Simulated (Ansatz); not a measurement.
# GaAs wire along [111], 26 atoms a period, H-terminated: bands by functional

Wanted: the relaxed geometry and the bands of the GaAs wire along [111], 26 atoms a period, H-terminated.

Calculated with Ansatz 0.2.0; DFT PBE, plane waves, PAW; relaxation of a wire's period; PAW set soft_1, in the first sound run; inputs show where later runs differ.

**1. The structure**

The cell holds 56 atoms: 13 Ga, 13 As and 30 H. Its edges and angles: a = 17.512 Å, b = 16.793 Å, c = 9.959 Å, α = 90.0°, β = 90.0°, γ = 90.0°. Vacuum lies along a and b. The structure's axis is c.

**2. The relaxed wire**

Band widths follow the bond lengths, so the wire is relaxed first. The atoms and the third cell vector are free; the box across stays fixed as vacuum. A Fermi-Dirac smearing is set since the result may be a metal. The pressure printed is a third of the stress's trace over the whole box, vacuum included; only the stress along the axis is relaxed.

Contents of input.yaml:

```yaml
crystal:
  lattice:
    - [17.512, 0.0, 0.0]
    - [0.0, 16.793, 0.0]
    - [0.0, 0.0, 9.9592921435]
  atoms:
    - { symbol: Ga, position: [0.383907983, 0.430957301, 0.0] }
    - { symbol: Ga, position: [0.499995922, 0.640636424, 0.0] }
    - { symbol: As, position: [0.383907983, 0.430957301, 0.25] }
    - { symbol: As, position: [0.499995922, 0.640636424, 0.25] }
    - { symbol: As, position: [0.616083862, 0.430957301, 0.25] }
    - { symbol: H, position: [0.310240521, 0.615096336, 0.280451396] }
    - { symbol: H, position: [0.499995922, 0.272358354, 0.280451396] }
    - { symbol: H, position: [0.689751324, 0.615096336, 0.280451396] }
    - { symbol: H, position: [0.31163927, 0.387446493, 0.30187785] }
    - { symbol: H, position: [0.499995922, 0.727658041, 0.30187785] }
    - { symbol: H, position: [0.688352575, 0.387446493, 0.30187785] }
    - { symbol: Ga, position: [0.383907983, 0.570743383, 0.333333333] }
    - { symbol: Ga, position: [0.499995922, 0.36106426, 0.333333333] }
    - { symbol: Ga, position: [0.616083862, 0.570743383, 0.333333333] }
    - { symbol: As, position: [0.383907983, 0.570743383, 0.583333333] }
    - { symbol: As, position: [0.499995922, 0.36106426, 0.583333333] }
    - { symbol: As, position: [0.616083862, 0.570743383, 0.583333333] }
    - { symbol: H, position: [0.194152581, 0.545203295, 0.613784729] }
    - { symbol: H, position: [0.267820043, 0.412144435, 0.613784729] }
    - { symbol: H, position: [0.310240521, 0.335524172, 0.613784729] }
    - { symbol: H, position: [0.310240521, 0.754882418, 0.613784729] }
    - { symbol: H, position: [0.383907983, 0.202465313, 0.613784729] }
    - { symbol: H, position: [0.457575445, 0.754882418, 0.613784729] }
    - { symbol: H, position: [0.542416399, 0.754882418, 0.613784729] }
    - { symbol: H, position: [0.616083862, 0.202465313, 0.613784729] }
    - { symbol: H, position: [0.689751324, 0.754882418, 0.613784729] }
    - { symbol: H, position: [0.689751324, 0.335524172, 0.613784729] }
    - { symbol: H, position: [0.732171801, 0.412144435, 0.613784729] }
    - { symbol: H, position: [0.805839263, 0.545203295, 0.613784729] }
    - { symbol: Ga, position: [0.267820043, 0.500850342, 0.666666667] }
    - { symbol: Ga, position: [0.383907983, 0.291171219, 0.666666667] }
    - { symbol: Ga, position: [0.383907983, 0.710529464, 0.666666667] }
    - { symbol: Ga, position: [0.499995922, 0.500850342, 0.666666667] }
    - { symbol: Ga, position: [0.616083862, 0.710529464, 0.666666667] }
    - { symbol: Ga, position: [0.616083862, 0.291171219, 0.666666667] }
    - { symbol: Ga, position: [0.732171801, 0.500850342, 0.666666667] }
    - { symbol: As, position: [0.267820043, 0.500850342, 0.916666667] }
    - { symbol: As, position: [0.383907983, 0.291171219, 0.916666667] }
    - { symbol: As, position: [0.383907983, 0.710529464, 0.916666667] }
    - { symbol: As, position: [0.499995922, 0.500850342, 0.916666667] }
    - { symbol: As, position: [0.616083862, 0.710529464, 0.916666667] }
    - { symbol: As, position: [0.616083862, 0.291171219, 0.916666667] }
    - { symbol: As, position: [0.732171801, 0.500850342, 0.916666667] }
    - { symbol: H, position: [0.19555133, 0.457339533, 0.968544517] }
    - { symbol: H, position: [0.267820043, 0.587871959, 0.968544517] }
    - { symbol: H, position: [0.31163927, 0.247660411, 0.968544517] }
    - { symbol: H, position: [0.31163927, 0.667018656, 0.968544517] }
    - { symbol: H, position: [0.383907983, 0.797551081, 0.968544517] }
    - { symbol: H, position: [0.456176696, 0.247660411, 0.968544517] }
    - { symbol: H, position: [0.543815149, 0.247660411, 0.968544517] }
    - { symbol: H, position: [0.616083862, 0.797551081, 0.968544517] }
    - { symbol: H, position: [0.688352575, 0.667018656, 0.968544517] }
    - { symbol: H, position: [0.688352575, 0.247660411, 0.968544517] }
    - { symbol: H, position: [0.732171801, 0.587871959, 0.968544517] }
    - { symbol: H, position: [0.804440514, 0.457339533, 0.968544517] }
    - { symbol: Ga, position: [0.616083862, 0.430957301, 0.0] }
kpoints:
  mp_grid: { grid: [1, 1, 9] }
scf:
  occupations: { method: fermi_dirac, width: 0.05 }
hamiltonian:
  xc: pbe
  pseudopotentials: { kind: paw, azcp: { folder: soft_1 } }
relax:
  cell: { fix: [a, b, alpha, beta, gamma] }
  max_steps: 45
  f_tol: 0.03
```

Launch:

```sh
$ ansatz run input.yaml --threads 4 --pin off --max-ram 16384MiB --backend cpu --events-out ev --progress --plain --runs-dir out
```

Numbers of over 12 decimals in the logs are rounded to 6 here.

The program printed:

```text
Engine: ansatz 0.2.0, aarch64-unknown-linux-gnu
Pseudopotentials: kind: paw
Pseudopotential: Ga, paw, valence charge 13, recommended cutoff 420 eV (normal), soft_1/Ga.paw.azcp
Pseudopotential: As, paw, valence charge 15, recommended cutoff 420 eV (normal), soft_1/As.paw.azcp
Pseudopotential: H, paw, valence charge 1, recommended cutoff 420 eV (normal), soft_1/H.paw.azcp
Functional definition: PBE
  parameter kappa = 0.804
  parameter beta = 0.066725
  exchange = pbe_x(kappa = kappa, mu = beta*pi^2/3)
  correlation = pbe_c(beta = beta)
Crystal: 56 atoms, lattice volume = 2928.819 Å³
Basis set: ecut = 420 eV, 57287 PW (Γ), exchange–correlation on 240×240×144 points (8 copies of the dense FFT grid, shifted against one another)
Bands: 253, of which v1, the nominal top of the filled ones, is band 197 counted from 1 (196 counted from 0)
Symmetry: 2 space group operations
Space group: Pm (ITA 6), of the structure as read, at distance tolerance 1.4e-4 Å
k-points: 5 of 9 (time reversal used)
Non-local potential: Ga, projectors of the file, l = 0: 2, l = 1: 2, l = 2: 3, l = 3: 1
Non-local potential: As, projectors of the file, l = 0: 2, l = 1: 2, l = 2: 3, l = 3: 1
Non-local potential: H, projectors of the file, l = 0: 2, l = 1: 1
PAW form: soft (Blöchl's): semilocal exchange-correlation on the pseudo side does not see the compensation charge
PAW one-centre angular grid: Ga, 590 points (default); XC on 64 Gauss nodes
PAW one-centre angular grid: As, 590 points (default); XC on 64 Gauss nodes
PAW one-centre angular grid: H, 110 points (default); XC on 64 Gauss nodes
Initial density: superposition of atomic densities (neutral atoms: chi_scale 0, normalization atom)
Initial wavefunctions: pseudopotential atomic-orbital guess
Functional: x = pbe(κ = 0.804, μ = 0.219515), c = pbe(β = 0.066725)
SCF iter   1: F=—  HF=-112790.693446 eV  |F-HF|=—  |Δ(HF+E_count)|=         —  Δρ=3.22e-2  dr2=3.23e1  ethr=3.10e-3  ⟨swp⟩=6.0  Hψ=5178  notcnv=0  defer=122
preconditioner: auto → Resta (q_TF=auto, 1.953 Å⁻¹)  ε∞=1.6  [insulator: Δε(μ)=2.557 eV  Ē_g=13.841 eV  σ=0.050 eV  W_gap=1.00  n_scr=370 (ndim 8)  ℏωp=11.1 eV  f_vac=0.637  D(μ)=0.00/eV (n_scr^D=0)  ε∞_Penn≈1.6  vacuum switching on, ρ_ref=1.4e-2 e/Å³]
SCF iter   2: F=—  HF=-112781.832282 eV  |F-HF|=—  |Δ(HF+E_count)|=    8.86e0  Δρ=1.38e-2  dr2=5.39e0  ethr=3.10e-3  ⟨swp⟩=3.0  Hψ=1796  notcnv=0  defer=237
SCF iter   3: F=—  HF=-112780.816487 eV  |F-HF|=—  |Δ(HF+E_count)|=    1.02e0  Δρ=4.08e-3  dr2=1.24e0  ethr=1.37e-3  ⟨swp⟩=3.0  Hψ=2207  notcnv=0  defer=234
SCF iter   4: F=—  HF=-112780.508533 eV  |F-HF|=—  |Δ(HF+E_count)|=   3.08e-1  Δρ=1.42e-3  dr2=7.09e-2  ethr=3.16e-4  ⟨swp⟩=4.2  Hψ=1821  notcnv=0  defer=234
SCF iter   5: F=—  HF=-112780.509095 eV  |F-HF|=—  |Δ(HF+E_count)|=   5.61e-4  Δρ=5.22e-4  dr2=8.61e-3  ethr=1.80e-5  ⟨swp⟩=3.0  Hψ=2335  notcnv=0  defer=240
SCF iter   6: F=—  HF=-112780.509746 eV  |F-HF|=—  |Δ(HF+E_count)|=   6.52e-4  Δρ=1.88e-4  dr2=1.06e-3  ethr=2.18e-6  ⟨swp⟩=2.0  Hψ=1860  notcnv=0  defer=240
SCF iter   7: F=—  HF=-112780.510285 eV  |F-HF|=—  |Δ(HF+E_count)|=   5.39e-4  Δρ=6.20e-5  dr2=2.00e-4  ethr=2.69e-7  ⟨swp⟩=2.0  Hψ=1685  notcnv=0  defer=240
SCF iter   8: F=—  HF=-112780.510344 eV  |F-HF|=—  |Δ(HF+E_count)|=   5.88e-5  Δρ=1.90e-5  dr2=1.34e-5  ethr=5.07e-8  ⟨swp⟩=2.0  Hψ=1860  notcnv=0  defer=240
SCF iter   9: F=—  HF=-112780.510226 eV  |F-HF|=—  |Δ(HF+E_count)|=   1.18e-4  Δρ=9.80e-6  dr2=2.72e-6  ethr=3.40e-9  ⟨swp⟩=2.0  Hψ=1610  notcnv=0  defer=240
SCF iter  10: F=—  HF=-112780.510229 eV  |F-HF|=—  |Δ(HF+E_count)|=   2.35e-6  Δρ=2.80e-6  dr2=4.75e-7  ethr=6.89e-10  ⟨swp⟩=2.0  Hψ=1685  notcnv=0  defer=240
SCF iter  11: F=-112780.510229 eV  HF=-112780.510229 eV  |F-HF|=1.20e-8  |Δ(HF+E_count)|=   2.83e-7  Δρ=8.81e-7  dr2=3.45e-8  ethr=2.54e-11  ⟨swp⟩=4.0  Hψ=4090  notcnv=0
SCF 1 converged in 11 iterations: F = -112780.510229 eV  dr2 = 3.45e-8
  greatest PAW one-centre occupation: 0.999 electrons in one spin orbital (limit 2), on the As atom at site 42 (counted from 0), in its partial waves of l = 2
relax step   1: F+E_penalty+E_count = -112780.51022909 eV  Δ(F+E_penalty+E_count) = +0.000e0 eV  max|allowed force component| = 1.186e0 eV/Å  Δτ_max = 0.0000 Å  P = -0.050 GPa  Ω = 2928.819 Å³  fix = [a, b, alpha, beta, gamma]  reactions: a -0.066, b -0.064 GPa; alpha -0.001 GPa/rad  (11 SCF iters, dr2 threshold 1.00e-7 eV, accepted)
Crystal: 56 atoms, lattice volume = 2929.546 Å³
Basis set: ecut = 420 eV, 57295 PW (Γ), exchange–correlation on 240×240×144 points (8 copies of the dense FFT grid, shifted against one another)
Initial density: handed on by an earlier stage of this run
Initial wavefunctions: those handed on with the density
iter 1 solved again at ethr=4.66e-4 eV; its pass at ethr=3.10e-3 eV (dr2=1.84e0 eV) is discarded
SCF iter   1: F=—  HF=-112783.799503 eV  |F-HF|=—  |Δ(HF+E_count)|=         —  Δρ=9.84e-3  dr2=1.86e0  ethr=4.66e-4  ⟨swp⟩=4.6  Hψ=5460  notcnv=0
preconditioner: auto → Resta (q_TF=auto, 1.953 Å⁻¹)  ε∞=1.7  [insulator: Δε(μ)=1.875 eV  Ē_g=13.687 eV  σ=0.050 eV  W_gap=1.00  n_scr=370 (ndim 8)  ℏωp=11.1 eV  f_vac=0.671  D(μ)=0.00/eV (n_scr^D=0)  ε∞_Penn≈1.7  vacuum switching on, ρ_ref=1.4e-2 e/Å³]
SCF iter   2: F=—  HF=-112783.407932 eV  |F-HF|=—  |Δ(HF+E_count)|=   3.92e-1  Δρ=4.75e-3  dr2=3.26e-1  ethr=4.66e-4  ⟨swp⟩=5.6  Hψ=2203  notcnv=0
SCF iter   3: F=—  HF=-112783.395801 eV  |F-HF|=—  |Δ(HF+E_count)|=   1.21e-2  Δρ=1.35e-3  dr2=9.96e-2  ethr=8.27e-5  ⟨swp⟩=4.0  Hψ=2520  notcnv=0  defer=240
SCF iter   4: F=—  HF=-112783.378592 eV  |F-HF|=—  |Δ(HF+E_count)|=   1.72e-2  Δρ=3.79e-4  dr2=4.02e-3  ethr=2.53e-5  ⟨swp⟩=3.0  Hψ=1739  notcnv=0  defer=240
SCF iter   5: F=—  HF=-112783.378962 eV  |F-HF|=—  |Δ(HF+E_count)|=   3.70e-4  Δρ=1.13e-4  dr2=4.73e-4  ethr=1.02e-6  ⟨swp⟩=2.0  Hψ=2000  notcnv=0  defer=240
SCF iter   6: F=—  HF=-112783.378968 eV  |F-HF|=—  |Δ(HF+E_count)|=   6.56e-6  Δρ=4.41e-5  dr2=7.60e-5  ethr=1.20e-7  ⟨swp⟩=2.0  Hψ=1685  notcnv=0  defer=240
SCF iter   7: F=—  HF=-112783.378970 eV  |F-HF|=—  |Δ(HF+E_count)|=   1.13e-6  Δρ=1.40e-5  dr2=8.18e-6  ethr=1.93e-8  ⟨swp⟩=2.4  Hψ=1785  notcnv=0  defer=240
SCF iter   8: F=-112783.378970 eV  HF=-112783.378970 eV  |F-HF|=2.59e-8  |Δ(HF+E_count)|=   7.97e-7  Δρ=4.52e-6  dr2=4.93e-7  ethr=1.42e-9  ⟨swp⟩=4.0  Hψ=3910  notcnv=0
SCF 2 converged in 8 iterations: F = -112783.378970 eV  dr2 = 4.93e-7
[...]
E sigma→0 (E₀):  -112784.348833 eV
Fermi energy:    -1.463016 eV
--- Per-component energies (eV) ---
  E_band       = -7940.183445
  E_kinetic    = 3095.450794
  E_local      = -208412.599461  (includes V_loc(G=0)·N_el)
  E_nonlocal   = -6301.138114
  E_hartree    = 106228.751100
  E_xc         = -1988.691422
  E_vxc        = -2007.295342  (∫ρ·V_xc dr)
  E_paw        = -52080.943124  (= ΣΔE_a)
  E_vpaw       = -6772.069384  (= ΣTr[D̂ρ^β])
  E_aug_tail   = -0.031007  (compensation charges beyond the density's cutoff)
  E_ewald      = 46674.852400
  E_smearing   = -0.000000  (= −TS)
  E_closure    = -0.000000  (closes the sum)
  Σ components = -112784.348833   (vs F -112784.348833, Δ=0.00e0)
--- Forces (eV/Å), atoms counted from 1 ---
  atom   1  Ga    -0.00246180    -0.00157655    -0.00134476
  atom   2  Ga     0.00000000     0.00213022    -0.00050603
  atom   3  As    -0.00243948    -0.00068140     0.00245208
  atom   4  As     0.00000000     0.00260341     0.00234547
  atom   5  As     0.00243948    -0.00068140     0.00245208
  atom   6  H      0.00085372    -0.00052606    -0.00179832
  atom   7  H      0.00000000     0.00113418    -0.00183979
  atom   8  H     -0.00085372    -0.00052606    -0.00179832
  atom   9  H     -0.00053665    -0.00083815    -0.00337888
  atom  10  H      0.00000000     0.00101693    -0.00349770
  atom  11  H      0.00053665    -0.00083815    -0.00337888
  atom  12  Ga     0.00017199    -0.00017248     0.00314256
  atom  13  Ga    -0.00000000    -0.00076220     0.00330232
  atom  14  Ga    -0.00017199    -0.00017248     0.00314256
  atom  15  As     0.00230462    -0.00097037    -0.00296028
  atom  16  As     0.00000000     0.00314419    -0.00333613
  atom  17  As    -0.00230462    -0.00097037    -0.00296028
  atom  18  H     -0.00241077     0.00211450     0.00200499
  atom  19  H      0.00177117     0.00040410     0.00154803
  atom  20  H      0.00088921     0.00174617     0.00061855
  atom  21  H     -0.00317351     0.00096923     0.00219733
  atom  22  H      0.00076292    -0.00313815     0.00225117
  atom  23  H      0.00073851    -0.00161185     0.00098149
  atom  24  H     -0.00073851    -0.00161185     0.00098149
  atom  25  H     -0.00076292    -0.00313815     0.00225117
  atom  26  H      0.00317351     0.00096923     0.00219733
  atom  27  H     -0.00088921     0.00174617     0.00061855
  atom  28  H     -0.00177117     0.00040410     0.00154803
  atom  29  H      0.00241077     0.00211450     0.00200499
  atom  30  Ga    -0.00066647    -0.00264965    -0.00117447
  atom  31  Ga    -0.00281032     0.00047776    -0.00036541
  atom  32  Ga     0.00234525     0.00223311    -0.00080967
  atom  33  Ga    -0.00000000    -0.00022088    -0.00151232
  atom  34  Ga    -0.00234525     0.00223311    -0.00080967
  atom  35  Ga     0.00281032     0.00047776    -0.00036541
  atom  36  Ga     0.00066647    -0.00264965    -0.00117447
  atom  37  As    -0.00288252     0.00087724     0.00118789
  atom  38  As     0.00022562    -0.00381829     0.00095595
  atom  39  As    -0.00275021     0.00261604     0.00059499
  atom  40  As    -0.00000000    -0.00000874     0.00345926
[...]
atom  45  H     -0.00200209     0.00019609    -0.00195378
  atom  46  H      0.00110264     0.00057700    -0.00036534
  atom  47  H     -0.00032051     0.00134134    -0.00130019
  atom  48  H     -0.00011586    -0.00111226    -0.00046882
  atom  49  H     -0.00115340    -0.00138172    -0.00112370
  atom  50  H      0.00115340    -0.00138172    -0.00112370
  atom  51  H      0.00011586    -0.00111226    -0.00046882
  atom  52  H      0.00032051     0.00134134    -0.00130019
  atom  53  H     -0.00110264     0.00057700    -0.00036534
  atom  54  H      0.00200209     0.00019609    -0.00195378
  atom  55  H     -0.00106662     0.00040624    -0.00009961
  atom  56  Ga     0.00246180    -0.00157655    -0.00134476
  max |Σ_I F_I| component: 1.35e-6 eV/Å
--- Stress (GPa, compression-positive) ---
        0.006115       0.000000      -0.000000
        0.000000       0.006112      -0.000024
       -0.000000      -0.000024      -0.002654
  P = ⅓ Tr σ = 0.0032 GPa (0.032 kbar)
--- Relaxed structure (9 steps of the walk, 8 accepted, 1 SCFs on fresh bases) ---
  F+E_penalty+E_count = -112784.34883290 eV   max|allowed force component| = 3.818e-3 eV/Å   (the final SCF, on the basis selected at the relaxed cell)
  cell:  # Å, volume = 2904.7370 Å³
    - [17.512, 0.0, 0.0]
    - [0.0, 16.793, 0]
    - [0.0, 0, 9.877403]
  atoms:
    - { symbol: Ga, position: [0.386157, 0.432424, 0.0078319] }
    - { symbol: Ga, position: [0.500000, 0.638040, 0.00779762] }
    - { symbol: As, position: [0.391653, 0.435597, 0.256665] }
    - { symbol: As, position: [0.500000, 0.631327, 0.256659] }
    - { symbol: As, position: [0.608347, 0.435597, 0.256665] }
    - { symbol: H, position: [0.306643, 0.617196, 0.274773] }
    - { symbol: H, position: [0.500000, 0.267978, 0.274759] }
    - { symbol: H, position: [0.693357, 0.617196, 0.274773] }
    - { symbol: H, position: [0.319241, 0.392010, 0.298937] }
    - { symbol: H, position: [0.500000, 0.718483, 0.299103] }
    - { symbol: H, position: [0.680759, 0.392010, 0.298937] }
    - { symbol: Ga, position: [0.376753, 0.575058, 0.343055] }
    - { symbol: Ga, position: [0.500000, 0.352397, 0.342972] }
    - { symbol: Ga, position: [0.623247, 0.575058, 0.343055] }
    - { symbol: As, position: [0.380855, 0.572521, 0.591619] }
    - { symbol: As, position: [0.500000, 0.357336, 0.591565] }
    - { symbol: As, position: [0.619145, 0.572521, 0.591619] }
    - { symbol: H, position: [0.192967, 0.582966, 0.637725] }
    - { symbol: H, position: [0.242034, 0.427556, 0.596709] }
    - { symbol: H, position: [0.310266, 0.304120, 0.596131] }
    - { symbol: H, position: [0.278162, 0.736870, 0.637860] }
    - { symbol: H, position: [0.414880, 0.182365, 0.638223] }
    - { symbol: H, position: [0.431747, 0.770324, 0.596279] }
    - { symbol: H, position: [0.568253, 0.770324, 0.596279] }
    - { symbol: H, position: [0.585120, 0.182365, 0.638223] }
    - { symbol: H, position: [0.721838, 0.736870, 0.637860] }
    - { symbol: H, position: [0.689734, 0.304120, 0.596131] }
    - { symbol: H, position: [0.757966, 0.427556, 0.596709] }
    - { symbol: H, position: [0.807033, 0.582966, 0.637725] }
    - { symbol: Ga, position: [0.253262, 0.514750, 0.646941] }
    - { symbol: Ga, position: [0.388275, 0.270935, 0.646928] }
    - { symbol: Ga, position: [0.365004, 0.716682, 0.646902] }
    - { symbol: Ga, position: [0.500000, 0.500829, 0.658366] }
    - { symbol: Ga, position: [0.634996, 0.716682, 0.646902] }
    - { symbol: Ga, position: [0.611725, 0.270935, 0.646928] }
    - { symbol: Ga, position: [0.746738, 0.514750, 0.646941] }
    - { symbol: As, position: [0.270194, 0.492949, 0.904064] }
    - { symbol: As, position: [0.378357, 0.297457, 0.903887] }
    - { symbol: As, position: [0.391765, 0.712481, 0.903954] }
    - { symbol: As, position: [0.500000, 0.500923, 0.914264] }
    - { symbol: As, position: [0.608235, 0.712481, 0.903954] }
    - { symbol: As, position: [0.621643, 0.297457, 0.903887] }
    - { symbol: As, position: [0.729806, 0.492949, 0.904064] }
    - { symbol: H, position: [0.205595, 0.443876, 0.964777] }
    - { symbol: H, position: [0.255390, 0.567121, 0.988143] }
    - { symbol: H, position: [0.305310, 0.263601, 0.964544] }
    - { symbol: H, position: [0.322758, 0.688917, 0.988145] }
    - { symbol: H, position: [0.400322, 0.795409, 0.964381] }
    - { symbol: H, position: [0.432556, 0.246968, 0.987920] }
    - { symbol: H, position: [0.567444, 0.246968, 0.987920] }
    - { symbol: H, position: [0.599678, 0.795409, 0.964381] }
    - { symbol: H, position: [0.677242, 0.688917, 0.988145] }
    - { symbol: H, position: [0.694690, 0.263601, 0.964544] }
    - { symbol: H, position: [0.744610, 0.567121, 0.988143] }
    - { symbol: H, position: [0.794405, 0.443876, 0.964777] }
    - { symbol: Ga, position: [0.613843, 0.432424, 0.0078319] }
[key lines of the parts left out:]
SCF converged after 5 iterations
Free energy (F): -112784.348833 eV
```

The job ended after 24 min (4 threads of Arm Neoverse V1, shared host; peak memory 12 GiB; 1.6 h of CPU time).

Relaxation path:

```
step  energy less that of the first step (eV)  largest force component (eV/Å)  pressure (GPa)  volume (Å³)
   1                                   0.0000                          1.1857           -0.05      2928.82
   2                                  -2.8687                          0.5035           -0.03      2929.55
   3                                  -3.4886                          0.1937           -0.11      2921.75
   4                                  -3.7601                          0.1041           -0.08      2904.44
   5                                  -3.7328                          0.2053            0.07      2900.13
   6                                  -3.8225                          0.0393           -0.03      2901.57
   7                                  -3.8397                          0.0245            0.00      2904.11
   8                                  -3.8416                          0.0368            0.00      2904.03
   9                                  -3.8419                          0.0039            0.00      2904.74
 10*                                  -3.8386                          0.0038            0.00      2904.74
```

Relaxation steps marked * repeat the geometry before them on a plane-wave basis chosen anew for their cell, so energy and pressure can jump there. Relaxation step 5 was tried and not accepted.

Forces are held to the 2 operations that the run works with; a distortion that breaks them can't arise in this run.

```
cell as run  before  after  change
      c (Å)   9.959  9.877  -0.8 %
```

The atoms that moved most (Å, along periodic axes as changes of fractional coordinates times the final cell, across vacuum about the mean position):

```
atom      dx      dy      dz  length
 H25  -0.542  -0.338   0.241   0.683
 H22   0.542  -0.338   0.241   0.683
 H21  -0.562  -0.302   0.238   0.681
 H26   0.562  -0.302   0.238   0.681
 H29   0.021   0.634   0.236   0.677
 H18  -0.021   0.634   0.236   0.677
 H27   0.000  -0.527  -0.174   0.555
 H20   0.000  -0.527  -0.174   0.555
```

Numbers from this step:

```
cell length along the wire : 9.877 Å
```

The cell's length comes to 9.877 Å with spin left out.

(Part 1 of 2 ends here.)

[Logs are printed without paths, hosts, clocks, repeated set-up lines and the standing remarks that a program may print on its own settings, such as how far it seeks lower states.]

[Hosts, paths, dates, database ids (printed as entryN), source tags and the programs' standing remarks are cut or masked in the printed files.]
